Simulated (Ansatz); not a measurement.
**Rh wire along [100], 12 atoms a period: bands along the axis**

What gap, if any, does the Rh wire along [100], 12 atoms a period have, and how many channels would it open?

Main program and level: Ansatz 0.2.0; DFT PBE, plane waves, PAW; relaxation of a wire's period; PAW set soft_1, in the first sound run; inputs show where later runs differ.

### 1. The starting structure

The cell holds 12 atoms: 12 Rh. Its edges and angles: a = 12.545 Å, b = 12.545 Å, c = 3.830 Å, α = 90.0°, β = 90.0°, γ = 90.0°. Vacuum lies along a and b. The structure's axis is c.

### 2. Relaxation of atoms and period

Band widths follow the bond lengths, so the wire is relaxed first. The atoms and the third cell vector are free; the box across stays fixed as vacuum. A Fermi-Dirac smearing is set since the result may be a metal. The pressure printed is a third of the stress's trace over the whole box, vacuum included; only the stress along the axis is relaxed.

File input.yaml:

```yaml
crystal:
  lattice:
    - [12.545, 0.0, 0.0]
    - [0.0, 12.545, 0.0]
    - [0.0, 0.0, 3.83]
  atoms:
    - { symbol: Rh, position: [0.271024312, 0.576325229, 0.0] }
    - { symbol: Rh, position: [0.423674771, 0.423674771, 0.0] }
    - { symbol: Rh, position: [0.423674771, 0.728975688, 0.0] }
    - { symbol: Rh, position: [0.576325229, 0.271024312, 0.0] }
    - { symbol: Rh, position: [0.576325229, 0.576325229, 0.0] }
    - { symbol: Rh, position: [0.728975688, 0.423674771, 0.0] }
    - { symbol: Rh, position: [0.271024312, 0.423674771, 0.5] }
    - { symbol: Rh, position: [0.423674771, 0.271024312, 0.5] }
    - { symbol: Rh, position: [0.423674771, 0.576325229, 0.5] }
    - { symbol: Rh, position: [0.576325229, 0.423674771, 0.5] }
    - { symbol: Rh, position: [0.576325229, 0.728975688, 0.5] }
    - { symbol: Rh, position: [0.728975688, 0.576325229, 0.5] }
kpoints:
  mp_grid: { grid: [1, 1, 21] }
scf:
  occupations: { method: fermi_dirac, width: 0.05 }
hamiltonian:
  xc: pbe
  pseudopotentials: { kind: paw, azcp: { folder: soft_1 } }
relax:
  cell: { fix: [a, b, alpha, beta, gamma] }
  max_steps: 45
  f_tol: 0.03
```

Command:

```sh
$ ansatz run input.yaml --threads 4 --pin off --max-ram 16384MiB --backend cpu --events-out ev --progress --plain --runs-dir out
```

Numbers of over 12 decimals in the logs are rounded to 6 here.

What it wrote:

```text
Engine: ansatz 0.2.0, aarch64-unknown-linux-gnu
Pseudopotentials: kind: paw
Pseudopotential: Rh, paw, valence charge 17, recommended cutoff 420 eV (normal), soft_1/Rh.paw.azcp
Functional definition: PBE
  parameter kappa = 0.804
  parameter beta = 0.066725
  exchange = pbe_x(kappa = kappa, mu = beta*pi^2/3)
  correlation = pbe_c(beta = beta)
Crystal: 12 atoms, lattice volume = 602.754 Å³
Basis set: ecut = 420 eV, 11853 PW (Γ), exchange–correlation on 180×180×54 points (8 copies of the dense FFT grid, shifted against one another)
Bands: 123, of which v1, the nominal top of the filled ones, is band 102 counted from 1 (101 counted from 0)
Symmetry: 16 space group operations
Space group: P42/mcm (ITA 132), of the structure as read, at distance tolerance 8.4e-5 Å
k-points: 11 of 21
Non-local potential: Rh, projectors of the file, l = 0: 3, l = 1: 2, l = 2: 2, l = 3: 1
PAW form: soft (Blöchl's): semilocal exchange-correlation on the pseudo side does not see the compensation charge
PAW one-centre angular grid: Rh, 590 points (default); XC on 64 Gauss nodes
Initial density: superposition of atomic densities (neutral atoms: chi_scale 0, normalization atom)
Initial wavefunctions: pseudopotential atomic-orbital guess
Functional: x = pbe(κ = 0.804, μ = 0.219515), c = pbe(β = 0.066725)
SCF iter   1: F=—  HF=-76824.339319 eV  |F-HF|=—  |Δ(HF+E_count)|=         —  Δρ=4.39e-2  dr2=1.97e1  ethr=3.10e-3  ⟨swp⟩=7.5  Hψ=5289  notcnv=0  defer=9
preconditioner: auto → LDOS  [metal: Δε(μ)=0.010 eV  Ē_g=4.367 eV  σ=0.050 eV  W_gap=0.05  n_scr=126 (ndim 8)  ℏωp=15.7 eV  f_vac=0.572  D(μ)=35.35/eV (n_scr^D=330)  β→1.0]
SCF iter   2: F=—  HF=-76827.479057 eV  |F-HF|=—  |Δ(HF+E_count)|=    3.14e0  Δρ=5.81e-2  dr2=3.18e1  ethr=3.10e-3  ⟨swp⟩=3.5  Hψ=3667  notcnv=0  defer=39
SCF iter   3: F=—  HF=-76819.273083 eV  |F-HF|=—  |Δ(HF+E_count)|=    8.21e0  Δρ=1.22e-2  dr2=1.07e0  ethr=3.10e-3  ⟨swp⟩=2.9  Hψ=2956  notcnv=0  defer=48
SCF iter   4: F=—  HF=-76819.020180 eV  |F-HF|=—  |Δ(HF+E_count)|=   2.53e-1  Δρ=2.21e-3  dr2=4.76e-2  ethr=5.26e-4  ⟨swp⟩=3.4  Hψ=3044  notcnv=0  defer=44
SCF iter   5: F=—  HF=-76819.013012 eV  |F-HF|=—  |Δ(HF+E_count)|=   7.17e-3  Δρ=9.93e-4  dr2=1.01e-2  ethr=2.33e-5  ⟨swp⟩=3.0  Hψ=2554  notcnv=0  defer=42
SCF iter   6: F=—  HF=-76819.012316 eV  |F-HF|=—  |Δ(HF+E_count)|=   6.96e-4  Δρ=3.45e-4  dr2=1.05e-3  ethr=4.93e-6  ⟨swp⟩=2.0  Hψ=1971  notcnv=0  defer=42
SCF iter   7: F=—  HF=-76819.012382 eV  |F-HF|=—  |Δ(HF+E_count)|=   6.68e-5  Δρ=1.30e-4  dr2=1.56e-4  ethr=5.14e-7  ⟨swp⟩=2.0  Hψ=1917  notcnv=0  defer=42
SCF iter   8: F=—  HF=-76819.012394 eV  |F-HF|=—  |Δ(HF+E_count)|=   1.19e-5  Δρ=5.81e-5  dr2=4.49e-5  ethr=7.65e-8  ⟨swp⟩=2.1  Hψ=1901  notcnv=0  defer=42
SCF iter   9: F=—  HF=-76819.012789 eV  |F-HF|=—  |Δ(HF+E_count)|=   3.95e-4  Δρ=2.73e-5  dr2=5.15e-6  ethr=2.20e-8  ⟨swp⟩=2.0  Hψ=1829  notcnv=0  defer=42
SCF iter  10: F=—  HF=-76819.012788 eV  |F-HF|=—  |Δ(HF+E_count)|=   8.12e-7  Δρ=3.59e-6  dr2=1.03e-7  ethr=2.52e-9  ⟨swp⟩=2.0  Hψ=1825  notcnv=0  defer=42
SCF iter  11: F=-76819.012788 eV  HF=-76819.012788 eV  |F-HF|=5.94e-9  |Δ(HF+E_count)|=   1.15e-7  Δρ=1.29e-6  dr2=5.85e-9  ethr=4.90e-11  ⟨swp⟩=4.7  Hψ=4336  notcnv=0
SCF 1 converged in 11 iterations: F = -76819.012788 eV  dr2 = 5.85e-9
  greatest PAW one-centre occupation: 1.000 electrons in one spin orbital (limit 2), on the Rh atom at site 4 (counted from 0), in its partial waves of l = 0
relax step   1: F+E_penalty+E_count = -76819.01278837 eV  Δ(F+E_penalty+E_count) = +0.000e0 eV  max|allowed force component| = 1.106e0 eV/Å  Δτ_max = 0.0000 Å  P = -4.460 GPa  Ω = 602.754 Å³  fix = [a, b, alpha, beta, gamma]  reactions: a -3.951, b -3.951 GPa  (11 SCF iters, dr2 threshold 1.00e-7 eV, accepted)
Crystal: 12 atoms, lattice volume = 573.292 Å³
Basis set: ecut = 420 eV, 11117 PW (Γ), exchange–correlation on 180×180×54 points (8 copies of the dense FFT grid, shifted against one another)
Initial density: handed on by an earlier stage of this run
Initial wavefunctions: those handed on with the density
SCF iter   1: F=—  HF=-76819.731598 eV  |F-HF|=—  |Δ(HF+E_count)|=         —  Δρ=2.43e-2  dr2=7.44e0  ethr=3.10e-3  ⟨swp⟩=6.0  Hψ=4827  notcnv=0  defer=8
preconditioner: auto → LDOS  [metal: Δε(μ)=0.009 eV  Ē_g=4.848 eV  σ=0.050 eV  W_gap=0.05  n_scr=126 (ndim 8)  ℏωp=16.1 eV  f_vac=0.609  D(μ)=36.74/eV (n_scr^D=362)  β→1.0]
SCF iter   2: F=—  HF=-76819.426116 eV  |F-HF|=—  |Δ(HF+E_count)|=   3.05e-1  Δρ=1.14e-2  dr2=1.21e0  ethr=3.10e-3  ⟨swp⟩=2.0  Hψ=1679  notcnv=0  defer=49
SCF iter   3: F=—  HF=-76819.418658 eV  |F-HF|=—  |Δ(HF+E_count)|=   7.46e-3  Δρ=8.61e-3  dr2=5.16e-1  ethr=5.91e-4  ⟨swp⟩=3.0  Hψ=2753  notcnv=0  defer=49
SCF iter   4: F=—  HF=-76819.336876 eV  |F-HF|=—  |Δ(HF+E_count)|=   8.18e-2  Δρ=1.25e-3  dr2=5.00e-3  ethr=2.53e-4  ⟨swp⟩=2.0  Hψ=1946  notcnv=0  defer=49
SCF iter   5: F=—  HF=-76819.341359 eV  |F-HF|=—  |Δ(HF+E_count)|=   4.48e-3  Δρ=4.42e-4  dr2=2.18e-3  ethr=2.45e-6  ⟨swp⟩=2.9  Hψ=3113  notcnv=0  defer=52
SCF iter   6: F=—  HF=-76819.341349 eV  |F-HF|=—  |Δ(HF+E_count)|=   1.02e-5  Δρ=1.12e-4  dr2=8.82e-5  ethr=1.07e-6  ⟨swp⟩=2.0  Hψ=1940  notcnv=0  defer=52
SCF iter   7: F=—  HF=-76819.341704 eV  |F-HF|=—  |Δ(HF+E_count)|=   3.55e-4  Δρ=3.76e-5  dr2=7.75e-6  ethr=4.33e-8  ⟨swp⟩=3.0  Hψ=2593  notcnv=0  defer=52
SCF iter   8: F=—  HF=-76819.341708 eV  |F-HF|=—  |Δ(HF+E_count)|=   4.49e-6  Δρ=1.37e-5  dr2=2.47e-6  ethr=5.88e-10  ⟨swp⟩=5.3  Hψ=5268  notcnv=0
SCF iter   9: F=-76819.341708 eV  HF=-76819.341708 eV  |F-HF|=2.37e-8  |Δ(HF+E_count)|=   7.08e-8  Δρ=4.90e-6  dr2=1.90e-7  ethr=5.88e-10  ⟨swp⟩=5.0  Hψ=4393  notcnv=0
SCF 2 converged in 9 iterations: F = -76819.341708 eV  dr2 = 1.90e-7
  greatest PAW one-centre occupation: 1.000 electrons in one spin orbital (limit 2), on the Rh atom at site 9 (counted from 0), in its partial waves of l = 0
relax step   2: F+E_penalty+E_count = -76819.34170807 eV  Δ(F+E_penalty+E_count) = -3.289e-1 eV  max|allowed force component| = 1.398e0 eV/Å  Δτ_max = 0.1919 Å  P = +5.005 GPa  Ω = 573.292 Å³  energy of the carried Pulay correction = +4.769e-3 eV  fix = [a, b, alpha, beta, gamma]  reactions: a +5.282, b +5.282 GPa  (9 SCF iters, dr2 threshold 1.20e-6 eV, accepted)
Crystal: 12 atoms, lattice volume = 580.909 Å³
Basis set: ecut = 420 eV, 11317 PW (Γ), exchange–correlation on 180×180×54 points (8 copies of the dense FFT grid, shifted against one another)
iter 1 solved again at ethr=2.14e-3 eV; its pass at ethr=3.10e-3 eV (dr2=4.37e0 eV) is discarded
[...]
SCF iter   6: F=—  HF=-76820.046895 eV  |F-HF|=—  |Δ(HF+E_count)|=   5.87e-4  Δρ=5.73e-5  dr2=2.77e-5  ethr=6.99e-8  ⟨swp⟩=2.8  Hψ=2502  notcnv=0  defer=46
SCF iter   7: F=—  HF=-76820.046909 eV  |F-HF|=—  |Δ(HF+E_count)|=   1.44e-5  Δρ=1.58e-5  dr2=1.95e-6  ethr=1.36e-8  ⟨swp⟩=2.1  Hψ=1908  notcnv=0  defer=46
SCF iter   8: F=-76820.046910 eV  HF=-76820.046910 eV  |F-HF|=2.79e-8  |Δ(HF+E_count)|=   7.22e-7  Δρ=5.60e-6  dr2=1.90e-7  ethr=5.88e-10  ⟨swp⟩=5.0  Hψ=4848  notcnv=0
SCF 3 converged in 8 iterations: F = -76820.046910 eV  dr2 = 1.90e-7
relax step   3: F+E_penalty+E_count = -76820.04690966 eV  Δ(F+E_penalty+E_count) = -7.052e-1 eV  max|allowed force component| = 2.465e-1 eV/Å  Δτ_max = 0.1207 Å  P = -0.875 GPa  Ω = 580.909 Å³  energy of the carried Pulay correction = +3.513e-3 eV  fix = [a, b, alpha, beta, gamma]  reactions: a -0.657, b -0.657 GPa  (8 SCF iters, dr2 threshold 1.20e-6 eV, accepted)
[...]
relax step   4: F+E_penalty+E_count = -76820.08710511 eV  Δ(F+E_penalty+E_count) = -4.020e-2 eV  max|allowed force component| = 1.007e-1 eV/Å  Δτ_max = 0.0252 Å  P = -0.042 GPa  Ω = 576.731 Å³  energy of the carried Pulay correction = +4.200e-3 eV  fix = [a, b, alpha, beta, gamma]  reactions: a +0.035, b +0.035 GPa  (7 SCF iters, dr2 threshold 1.20e-6 eV, accepted)
[...]
relax step   5: F+E_penalty+E_count = -76820.09469198 eV  Δ(F+E_penalty+E_count) = -7.587e-3 eV  max|allowed force component| = 9.293e-3 eV/Å  Δτ_max = 0.0155 Å  P = +0.048 GPa  Ω = 571.196 Å³  energy of the carried Pulay correction = +5.118e-3 eV  fix = [a, b, alpha, beta, gamma]  reactions: a -0.016, b -0.016 GPa  (7 SCF iters, dr2 threshold 6.34e-7 eV, accepted)
[...]
relax step   6: F+E_penalty+E_count = -76820.09549419 eV  Δ(F+E_penalty+E_count) = -8.022e-4 eV  max|allowed force component| = 4.026e-3 eV/Å  Δτ_max = 0.0040 Å  P = -0.024 GPa  Ω = 573.211 Å³  energy of the carried Pulay correction = +4.783e-3 eV  fix = [a, b, alpha, beta, gamma]  reactions: a -0.030, b -0.030 GPa  (6 SCF iters, dr2 threshold 7.90e-8 eV, accepted)
Basis set: ecut = 420 eV, 11109 PW (Γ), exchange–correlation on 180×180×50 points (8 copies of the dense FFT grid, shifted against one another)
Initial wavefunctions: pseudopotential atomic-orbital guess (no wavefunctions were taken with the density)
iter 1 solved again at ethr=1.06e-6 eV; its pass at ethr=3.10e-3 eV (dr2=2.17e-3 eV) is discarded
SCF iter   1: F=—  HF=-76820.088962 eV  |F-HF|=—  |Δ(HF+E_count)|=         —  Δρ=1.08e-4  dr2=1.15e-5  ethr=1.06e-6  ⟨swp⟩=4.6  Hψ=9552  notcnv=0
preconditioner: auto → LDOS  [metal: Δε(μ)=0.014 eV  Ē_g=4.472 eV  σ=0.050 eV  W_gap=0.07  n_scr=126 (ndim 8)  ℏωp=16.1 eV  f_vac=0.589  D(μ)=30.24/eV (n_scr^D=298)  β→1.0]
SCF iter   2: F=—  HF=-76820.089344 eV  |F-HF|=—  |Δ(HF+E_count)|=   3.83e-4  Δρ=4.62e-5  dr2=6.69e-6  ethr=5.65e-9  ⟨swp⟩=2.7  Hψ=2754  notcnv=0
SCF iter   3: F=—  HF=-76820.089342 eV  |F-HF|=—  |Δ(HF+E_count)|=   2.08e-6  Δρ=1.32e-5  dr2=7.93e-7  ethr=3.28e-9  ⟨swp⟩=2.1  Hψ=2427  notcnv=0
SCF iter   4: F=—  HF=-76820.089342 eV  |F-HF|=—  |Δ(HF+E_count)|=   1.35e-7  Δρ=3.30e-6  dr2=8.06e-8  ethr=3.89e-10  ⟨swp⟩=2.8  Hψ=2627  notcnv=0
SCF iter   5: F=—  HF=-76820.089342 eV  |F-HF|=—  |Δ(HF+E_count)|=   5.72e-9  Δρ=9.32e-7  dr2=5.35e-9  ethr=3.95e-11  ⟨swp⟩=2.4  Hψ=2009  notcnv=0
SCF iter   6: F=—  HF=-76820.089342 eV  |F-HF|=—  |Δ(HF+E_count)|=   2.50e-9  Δρ=3.57e-7  dr2=1.69e-9  ethr=2.62e-12  ⟨swp⟩=2.2  Hψ=1996  notcnv=0
SCF iter   7: F=—  HF=-76820.089342 eV  |F-HF|=—  |Δ(HF+E_count)|=  2.18e-10  Δρ=1.27e-7  dr2=2.18e-10  ethr=1.00e-12  ⟨swp⟩=2.0  Hψ=1871  notcnv=0
SCF iter   8: F=-76820.089342 eV  HF=-76820.089342 eV  |F-HF|=1.46e-11  |Δ(HF+E_count)|=  4.37e-11  Δρ=4.26e-8  dr2=2.91e-11  ethr=1.00e-12  ⟨swp⟩=5.0  Hψ=4533  notcnv=0
SCF 7 converged in 8 iterations: F = -76820.089342 eV  dr2 = 2.91e-11
relax step   7: F+E_penalty+E_count = -76820.08934223 eV  Δ(F+E_penalty+E_count) = +6.152e-3 eV  max|allowed force component| = 3.122e-3 eV/Å  Δτ_max = 0.0000 Å  P = -0.014 GPa  Ω = 573.211 Å³  fix = [a, b, alpha, beta, gamma]  reactions: a -0.019, b -0.019 GPa  stress off target by 4.26e-3 GPa on what of the cell is left free  SCF on the basis re-selected at this cell (its energy is not comparable with the rows above)  (8 SCF iters)
basis re-selected at this cell: Δ(F+E_penalty+E_count) = +6.152e-3 eV, ΔP = +0.010 GPa vs the last step (what re-selecting the basis moved, of the pressure what is left beyond the Pulay correction that the steps carried, after the strain that the cell walked since its last selection, with what the two solves' SCF thresholds leave and, on support functions, any second-order correction that the steps lacked; it is no measure of the basis error at this ecutwfc). The dense FFT grid was sized anew with the basis: this SCF ran on 90×90×25 points, the steps before it on 90×90×27, so part of this shift can come from that change (see relax.cell in the input reference). [rest of the remark cut]
SCF converged after 8 iterations
Free energy (F): -76820.089342 eV
Harris-Foulkes:  -76820.089342 eV  (|F-HF|=1.46e-11)
Internal energy: -76819.840675 eV  (E = F + TS)
E sigma→0 (E₀):  -76819.965008 eV
Entropy (-TS):   -0.248668 eV (-20.722 meV/atom)
Fermi energy:    3.266006 eV
--- Per-component energies (eV) ---
  E_band       = -4815.857890
  E_kinetic    = 6436.764650
  E_local      = -119346.215743  (includes V_loc(G=0)·N_el)
  E_nonlocal   = 3606.025929
  E_hartree    = 55489.769970
  E_xc         = -2401.818950
  E_vxc        = -3011.081560  (∫ρ·V_xc dr)
  E_paw        = -43249.702345  (= ΣΔE_a)
  E_vpaw       = -3480.891246  (= ΣTr[D̂ρ^β])
  E_aug_tail   = 0.000840  (compensation charges beyond the density's cutoff)
  E_ewald      = 22645.334973
  E_smearing   = -0.248668  (= −TS)
  E_closure    = -0.000000  (closes the sum)
  Σ components = -76820.089342   (vs F -76820.089342, Δ=0.00e0)
--- Forces (eV/Å), atoms counted from 1 ---
  atom   1  Rh     0.00312152    -0.00174178     0.00000000
  atom   2  Rh     0.00192070     0.00192070     0.00000000
  atom   3  Rh     0.00174178    -0.00312152     0.00000000
  atom   4  Rh    -0.00174178     0.00312152     0.00000000
  atom   5  Rh    -0.00192070    -0.00192070     0.00000000
  atom   6  Rh    -0.00312152     0.00174178     0.00000000
  atom   7  Rh     0.00312152     0.00174178     0.00000000
  atom   8  Rh     0.00174178     0.00312152     0.00000000
  atom   9  Rh     0.00192070    -0.00192070     0.00000000
  atom  10  Rh    -0.00192070     0.00192070     0.00000000
  atom  11  Rh    -0.00174178    -0.00312152     0.00000000
  atom  12  Rh    -0.00312152    -0.00174178     0.00000000
  max |Σ_I F_I| component: 4.34e-19 eV/Å
--- Stress (GPa, compression-positive) ---
       -0.019435       0.000000       0.000000
        0.000000      -0.019435       0.000000
        0.000000       0.000000      -0.004262
  P = ⅓ Tr σ = -0.0144 GPa (-0.144 kbar)
--- Relaxed structure (6 steps of the walk, 6 accepted, 1 SCFs on fresh bases) ---
  F+E_penalty+E_count = -76820.08934223 eV   max|allowed force component| = 3.122e-3 eV/Å   (the final SCF, on the basis selected at the relaxed cell)
  cell:  # Å, volume = 573.2110 Å³
    - [12.545, 0.0, 0.0]
    - [0.0, 12.545, 0.0]
    - [0.0, 0.0, 3.642279]
  atoms:
    - { symbol: Rh, position: [0.275315, 0.571974, 0.0] }
    - { symbol: Rh, position: [0.421546, 0.421546, 0.0] }
    - { symbol: Rh, position: [0.428026, 0.724685, 0.0] }
    - { symbol: Rh, position: [0.571974, 0.275315, 0.0] }
    - { symbol: Rh, position: [0.578454, 0.578454, 0.0] }
    - { symbol: Rh, position: [0.724685, 0.428026, 0.0] }
    - { symbol: Rh, position: [0.275315, 0.428026, 0.5] }
    - { symbol: Rh, position: [0.428026, 0.275315, 0.5] }
    - { symbol: Rh, position: [0.421546, 0.578454, 0.5] }
    - { symbol: Rh, position: [0.578454, 0.421546, 0.5] }
    - { symbol: Rh, position: [0.571974, 0.724685, 0.5] }
    - { symbol: Rh, position: [0.724685, 0.571974, 0.5] }
```

Elapsed: 91 s, on 4 threads of Arm Neoverse V2, shared host; peak memory 1.9 GiB.

(Continued in part 2 of 2.)

[Logs are printed without paths, hosts, clocks, repeated set-up lines and the standing remarks that a program may print on its own settings, such as how far it seeks lower states.]

[Hosts, paths, dates, database ids (printed as entryN), source tags and the programs' standing remarks are cut or masked in the printed files.]
